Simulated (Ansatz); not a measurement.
# Is the response still linear at 0.4 V/Å? Ag(110), 7 layers

The dipole of a slab grows in proportion to a weak field along its normal. Does the weak-field slope carry to a strong field?

**Method.** Ansatz 0.2.0, plane waves with PAW datasets (its set soft_2), PBE; atoms held at bulk places, 18 Å of vacuum, dipole correction, cell area 11.83 Å², 12×18 k-points, smearing 0.1 eV. Without field the slab has no gap over 0.05 eV.

```
  run  field (V/Å)  dipole (e·Å)
run 1        −0.10      −0.07537
run 2        −0.05      −0.03768
run 3         0.00       0.00000
run 4         0.05       0.03768
run 5         0.10       0.07537
run 6         0.40             ?
```

Q: Estimate the withheld value from the rows shown.

A least-squares line through the 5 rows shown has slope 0.753680 and intercept 0.000000; no row lies more than 0.00001 e·Å off it. A perfect conductor with that slope would be 180.95 × 0.75368 / 11.83 = 11.53 Å thick. At 0.40 it gives 0.753680 × 0.40 + 0.000000 = 0.30147 e·Å, beyond the rows fitted. Rounding and scatter of the rows alone allow about ±0.00002 e·Å there.

The run itself gives 0.30180 e·Å: a miss of +0.00033 e·Å. That is under 1 % of the induced dipole, so the response is still linear.

Caveats: Ions are held, so this is the electronic response. Of the series that stay linear within 1 %, this collection keeps about one in seven, and it keeps all that bend.

[Logs are printed without paths, hosts, clocks, repeated set-up lines and the standing remarks that a program may print on its own settings, such as how far it seeks lower states.]
